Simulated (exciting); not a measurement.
Mo2SeS3, space group P3m1, S K edge of atom 4, with nearest neighbours 3 Mo at 2.41 Å (site symmetry 3m); the tensor is averaged over the atoms equivalent by symmetry. Method: exciting, all-electron LAPW+lo, LDA, exchange and screened direct term (singlet BSE), 5×5×1 shifted k points, 50 conduction bands, |G+q| up to 3 bohr⁻¹, full RPA screening with nempty = 82, Lorentzian half width 0.45 eV.

```
Mo Se S
1.0
     3.21728    0.00000    0.00000
    -1.60864    2.78625    0.00000
     0.00000    0.00000   13.09157
Mo Se S
2 1 3
Direct
  0.00000 0.00000 0.25673
  0.33333 0.66667 0.74772
  0.33333 0.66667 0.12667
  0.33333 0.66667 0.37353
  0.00000 0.00000 0.62992
  0.00000 0.00000 0.86545
```

Energy from the Kohn–Sham onset, core level to the lowest empty state found on the meshes used; scaled to the maximum of the polarisation mean:

| E (eV) | curve 1 | curve 2 |
| --- | --- | --- |
| -4.0 | 0.02 | 0.01 |
| -3.5 | 0.03 | 0.02 |
| -3.0 | 0.03 | 0.02 |
| -2.5 | 0.05 | 0.03 |
| -2.0 | 0.07 | 0.04 |
| -1.5 | 0.11 | 0.05 |
| -1.0 | 0.20 | 0.09 |
| -0.5 | 0.49 | 0.18 |
| 0.0 | 1.18 | 0.44 |
| 0.5 | 0.96 | 0.59 |
| 1.0 | 0.62 | 0.63 |
| 1.5 | 0.39 | 0.44 |
| 2.0 | 0.31 | 0.32 |
| 2.5 | 0.25 | 0.26 |
| 3.0 | 0.14 | 0.17 |
| 3.5 | 0.08 | 0.11 |
| 4.0 | 0.06 | 0.10 |
| 4.5 | 0.06 | 0.16 |
| 5.0 | 0.08 | 0.24 |
| 5.5 | 0.10 | 0.29 |
| 6.0 | 0.15 | 0.36 |
| 6.5 | 0.18 | 0.43 |
| 7.0 | 0.19 | 0.40 |
| 7.5 | 0.22 | 0.28 |
| 8.0 | 0.27 | 0.22 |
| 8.5 | 0.28 | 0.18 |
| 9.0 | 0.27 | 0.16 |
| 9.5 | 0.30 | 0.17 |
| 10.0 | 0.31 | 0.22 |
| 10.5 | 0.30 | 0.26 |
| 11.0 | 0.23 | 0.23 |
| 11.5 | 0.19 | 0.16 |
| 12.0 | 0.19 | 0.14 |
| 12.5 | 0.19 | 0.20 |
| 13.0 | 0.19 | 0.25 |
| 13.5 | 0.17 | 0.19 |
| 14.0 | 0.16 | 0.15 |
| 14.5 | 0.13 | 0.12 |
| 15.0 | 0.13 | 0.11 |
| 15.5 | 0.15 | 0.13 |
| 16.0 | 0.16 | 0.17 |
| 16.5 | 0.16 | 0.19 |
| 17.0 | 0.16 | 0.20 |
| 17.5 | 0.19 | 0.16 |
| 18.0 | 0.19 | 0.14 |
| 18.5 | 0.16 | 0.13 |
| 19.0 | 0.16 | 0.14 |
| 19.5 | 0.16 | 0.13 |

The curves are the diagonal elements of Im ε for ε ∥ c and ⊥ c. Which is which?

Curve 1: ε ⊥ c, maxima 0.1 eV (1.24), 8.3 eV (0.29) and 10.3 eV (0.32); 1 lower ones aren't listed. Curve 2: ε ∥ c, maxima 0.9 eV (0.64), 6.6 eV (0.44) and 10.6 eV (0.26); 2 lower ones aren't listed. A K edge probes the empty p states along ε, which follow the bonds' lengths and directions.

[Banner, clock and machine lines of the logs are left out without a mark of their own.]

[Logs are printed without paths, hosts, clocks, repeated set-up lines and the standing remarks that a program may print on its own settings, such as how far it seeks lower states.]

[Hosts, paths, dates, database ids (printed as entryN), source tags and the programs' standing remarks are cut or masked in the printed files.]
